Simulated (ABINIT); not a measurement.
# LiCNO (R3m): a self-consistent loop beyond G0W0, cycle by cycle, part 3 of 3

Wanted: G0W0 and self-consistent gaps of LiCNO (R3m), with the cost of the cycles.

ABINIT 10.8.3; PBEsol and many-body steps on it, plane waves. Known limits of the many-body steps: not at the basis limit.

So far. Step 10 (evGW, cycle 1): Against G0W0 in ABINIT (4×4×4 mesh, 63 bands, screening to 130.6 eV, Godby-Needs plasmon pole), the gap moves by +0.885 eV. Step 13 (evGW, cycle 2): Against the cycle before, the gap moves by +0.057 eV.

## 14. Screening, 4×4×4 mesh, 63 bands, screening to 130.6 eV

This step: RPA screening on PBEsol, plane waves, norm-conserving pseudopotentials.

Contents of run.abi:

```
acell 3*1.0 Angstrom
rprim 
  1.643988180588 0.949157018607 4.762053928800
  -1.643988180588 0.949157018607 4.762053928800
  -0.000000000000 -1.898314037214 4.762053928800
ntypat 4
znucl 3 6 7 8
natom 4
typat 1 2 3 4
xred 
  0.005259000000 0.005259000000 0.005259000000
  0.497462000000 0.497462000000 0.497462000000
  0.413960000000 0.413960000000 0.413960000000
  0.583333333333 0.583333333333 0.583333333333
pp_dirpath "pseudos"
pseudos "Li.upf, C.upf, N.upf, O.upf"
ecut 37
ngkpt 4 4 4
nshiftk 1
shiftk 0 0 0
kptopt 1
chksymbreak 0
istwfk *1
occopt 1
irdwfk 1
optdriver 3
nband 63
ecuteps 4.8
inclvkb 2
awtr 1
symchi 1
gwcalctyp 10
mbpt_sciss 4.402 eV
nqptdm 1
qptdm 
  0 0 0
indata_prefix "in"
outdata_prefix "out"
tmpdata_prefix "tmp"
```

Run with:

```bash
OMP_NUM_THREADS=1 mpirun -n 4 abinit run.abi > log
```

Numbers of over 12 decimals in the logs are rounded to 6 here.

Log:

```text
.Version 10.8.3 of ABINIT. v10.8.2 released Aug 2026.

 Symmetries : space group R3 m (#160); Bravais hR (rhombohedral)
[... echo of the input left out ...]
== DATASET  1 ==================================================================
-   mpi_nproc: 4, omp_nthreads: 1 (-1 if OMP is not activated)

--- !DatasetInfo
iteration_state: {dtset: 1, }
dimensions: {natom: 4, nkpt: 13, mband: 63, nsppol: 1, nspinor: 1, nspden: 1, mpw: 3276, }
cutoff_energies: {ecut:  37.0, pawecutdg:  -1.0, }
[...]
[... chi0 elements left out ...]
 For q-point:  0.000010 0.000020 0.000030
  dielectric constant =   2.0669
  dielectric constant without local fields =   2.4494

  Average fulfillment of the sum rule on Im[epsilon] for q-point    1 :     71.55  [%]
[... wings left out ...]
== END DATASET(S) ==============================================================
================================================================================

 -outvars: echo values of variables after computation  --------
           etotal      0.0000000000E+00
            nband          63
             nkpt          13
          spgroup         160
 [... the other variables as echoed above ...]

 Calculation completed.
```

Run time: 6.5 s. Hardware: 4 MPI ranks of Arm Neoverse V1, shared host; peak memory 1.5 GiB; 26 s of CPU time.

Numbers from this step:

| Quantity | Value |
| --- | --- |
| ε∞ with local fields, on this mesh, along the program's q direction | 2.067 |
| the same without local fields | 2.449 |
| plasma frequency | 23.59 eV |
| plane waves in the screening matrix | 147 |

This screening uses the functional's bands under a rigid shift, the mean opening of the cycle before.

## 15. Screening, 4×4×4 mesh, 63 bands, screening to 130.6 eV

This step: RPA screening on PBEsol from quasiparticle energies, plane waves, norm-conserving pseudopotentials.

Changes to run.abi since step 14:

```diff
@@ -31,7 +31,18 @@
 symchi 1
+irdqps 1
 gwcalctyp 10
-mbpt_sciss 4.402 eV
-nqptdm 1
+nqptdm 12
 qptdm 
-  0 0 0
+  0.2500000000 0.0000000000 0.0000000000
+  0.5000000000 0.0000000000 0.0000000000
+  0.2500000000 0.2500000000 0.0000000000
+  0.5000000000 0.2500000000 0.0000000000
+  -0.2500000000 0.2500000000 0.0000000000
+  0.5000000000 0.5000000000 0.0000000000
+  0.2500000000 0.2500000000 0.2500000000
+  0.5000000000 0.2500000000 0.2500000000
+  -0.2500000000 0.2500000000 0.2500000000
+  0.5000000000 0.5000000000 0.2500000000
+  -0.2500000000 0.5000000000 0.2500000000
+  0.5000000000 0.5000000000 0.5000000000
 indata_prefix "in"
```

Contents of mrgscr.stdin:

```
2
merged
q0_SCR
out_SCR
1
```

Run with:

```bash
OMP_NUM_THREADS=1 mpirun -n 4 abinit run.abi > log; mrgscr < mrgscr.stdin
```

Log:

```text
.Version 10.8.3 of ABINIT. v10.8.2 released Aug 2026.

 Symmetries : space group R3 m (#160); Bravais hR (rhombohedral)
[... echo of the input left out ...]
== DATASET  1 ==================================================================
-   mpi_nproc: 4, omp_nthreads: 1 (-1 if OMP is not activated)

--- !DatasetInfo
iteration_state: {dtset: 1, }
dimensions: {natom: 4, nkpt: 13, mband: 63, nsppol: 1, nspinor: 1, nspden: 1, mpw: 3276, }
cutoff_energies: {ecut:  37.0, pawecutdg:  -1.0, }
[...]
q-point number  1        q = ( 0.250000, 0.000000, 0.000000) [r.l.u.]
--------------------------------------------------------------------------------
[... chi0 elements left out ...]
  Average fulfillment of the sum rule on Im[epsilon] for q-point    2 :     81.04  [%]

--------------------------------------------------------------------------------
  q-point number  2        q = ( 0.500000, 0.000000, 0.000000) [r.l.u.]
--------------------------------------------------------------------------------
[... chi0 elements left out ...]
  Average fulfillment of the sum rule on Im[epsilon] for q-point    3 :     73.50  [%]

 [... 10 further q-points ...]
```

Run time: 54 s. Hardware: 4 MPI ranks; peak memory 1.5 GiB.

Numbers from this step:

| Property | Result |
| --- | --- |
| plasma frequency | 23.59 eV |
| plane waves in the screening matrix | 147 |

This screening reads the quasiparticle levels of the cycle before.

## 16. evGW, cycle 3

This step: evGW on PBEsol, plane waves, norm-conserving pseudopotentials.

Changes to run.abi since step 15:

```diff
@@ -25,12 +25,10 @@
 irdwfk 1
-optdriver 3
+optdriver 4
 nband 63
-ecuteps 4.8
-inclvkb 2
-awtr 1
-symchi 1
-irdqps 1
 gwcalctyp 10
-nqptdm 12
-qptdm 
+ecutsigx 37
+symsigma 1
+nkptgw 13
+kptgw 
+  0.0000000000 0.0000000000 0.0000000000
   0.2500000000 0.0000000000 0.0000000000
@@ -47,2 +45,20 @@
   0.5000000000 0.5000000000 0.5000000000
+bdgw 
+  1 13
+  1 13
+  1 13
+  1 13
+  1 13
+  1 13
+  1 13
+  1 13
+  1 13
+  1 13
+  1 13
+  1 13
+  1 13
+ecuteps 4.8
+irdscr 1
+ppmodel 1
+irdqps 1
 indata_prefix "in"
```

Run with:

```bash
OMP_NUM_THREADS=1 mpirun -n 4 abinit run.abi > log
```

Log:

```text
.Version 10.8.3 of ABINIT. v10.8.2 released Aug 2026.

 Symmetries : space group R3 m (#160); Bravais hR (rhombohedral)
[... echo of the input left out ...]
== DATASET  1 ==================================================================
-   mpi_nproc: 4, omp_nthreads: 1 (-1 if OMP is not activated)

--- !DatasetInfo
iteration_state: {dtset: 1, }
dimensions: {natom: 4, nkpt: 13, mband: 63, nsppol: 1, nspinor: 1, nspden: 1, mpw: 3276, }
cutoff_energies: {ecut:  37.0, pawecutdg:  -1.0, }
[...]
.  kptgw no:  3; Maximum DeltaE = (   0.006  -0.004) for band index:  2
[...]
.  kptgw no: 12; Maximum DeltaE = (  -0.057  -0.016) for band index:  2
.  kptgw no: 13; Maximum DeltaE = (  -0.096  -0.015) for band index:  2

== END DATASET(S) ==============================================================
================================================================================

 -outvars: echo values of variables after computation  --------
           etotal      0.0000000000E+00
            nband          63
             nkpt          13
          spgroup         160
 [... the other variables as echoed above ...]

 Calculation completed.
```

Wall time 3.1 min (4 MPI ranks); peak memory 2.3 GiB; 12 min of CPU time.

Numbers from this step:

| Quantity | Value |
| --- | --- |
| quasiparticle gap on the mesh | 8.267 eV |
| gap of the density functional on the mesh | 4.664 eV |
| k of the valence top | 0.5, 0.5, 0.5 |
| k of the conduction bottom | 0, 0, 0 |
| least direct quasiparticle gap on the computed points | 8.470 eV |

Against the cycle before, the gap moves by +0.005 eV.

## 17. Side by side

Times are wall times on 4 MPI ranks of Arm Neoverse V1, shared host, good to a factor of about two. A run's time includes the screening step that it read.

| run | mesh | bands | screening cutoff (eV) | DFT gap (eV) | gap on the mesh (eV) | direct (eV) | ε∞ used | time |
| --- | --- | --- | --- | --- | --- | --- | --- | --- |
| G0W0 | 4×4×4 | 63 | 130.6 | 4.664 | 7.320 | 7.515 | 2.39 | 67 s |
| evGW0, cycle 1 | 4×4×4 | 63 | 130.6 | 4.664 | 7.824 | 8.027 | 2.39 | 4.2 min |
| evGW0, cycle 2 | 4×4×4 | 63 | 130.6 | 4.664 | 7.645 | 7.843 | 2.39 | 4.1 min |
| evGW0, cycle 3 | 4×4×4 | 63 | 130.6 | 4.664 | 7.653 | 7.852 | 2.39 | 4.1 min |
| evGW, cycle 1 | 4×4×4 | 63 | 130.6 | 4.664 | 8.205 | 8.408 | 2.10 | 4.1 min |
| evGW, cycle 2 | 4×4×4 | 63 | 130.6 | 4.664 | 8.262 | 8.465 | 2.07 | 4.1 min |
| evGW, cycle 3 | 4×4×4 | 63 | 130.6 | 4.664 | 8.267 | 8.470 | 2.07 | 4.1 min |

## 18. Summary of results

```json
{
  "G0W0": "7.320 eV",
  "evGW0, cycle 1": "7.824 eV",
  "evGW0, cycle 2": "7.645 eV",
  "evGW0, cycle 3": "7.653 eV",
  "evGW, cycle 1": "8.205 eV",
  "evGW, cycle 2": "8.262 eV",
  "evGW, cycle 3": "8.267 eV",
  "known limits": "not at the basis limit"
}
```

In words: Only the bands that the input lists are updated; the others, empty or deep, keep the functional's energies or take a rigid shift. The evGW loop starts from the last levels of evGW0, so its cycles and time come on top of those. evGW0 ends at 7.65 eV, +0.33 eV from G0W0, after 3 cycles that took 9.5 min beside the first screening; the last moved the gap by 0.008 eV. evGW ends at 8.27 eV, +0.95 eV from G0W0, after 3 cycles that took 12 min beside the first screening; the last moved the gap by 0.005 eV. The first cycle of evGW0 takes the full correction, without the factor Z, so it overshoots the one-shot value. Bands and cutoff are finite, so the gap is not at the basis limit. The miss can reach some tenths of an eV and take either sign; the mesh is an error of its own. In the updated screening the q = 0 part is built from Kohn-Sham bands under a rigid shift, the other q from the quasiparticle levels.

[Paths, hosts, dates, memory and timing lines, banners, echoed tables and standing remarks are left out of the program output.]

[Logs are printed without paths, hosts, clocks, repeated set-up lines and the standing remarks that a program may print on its own settings, such as how far it seeks lower states.]

[Runs of the session that timed out or met a known fault of the program may be left out.]

[Hosts, paths, dates, database ids (printed as entryN), source tags and the programs' standing remarks are cut or masked in the printed files.]

[G0W0 gaps are taken among the corrected bands and points alone; a level outside them can change the order at an edge.]

[Where Ansatz stands beside ABINIT at settings called matched, ABINIT's density can come from a denser mesh and the files from another edition; pairs whose starting gaps differed by over 0.03 eV were left out, so agreement reads better than it is.]
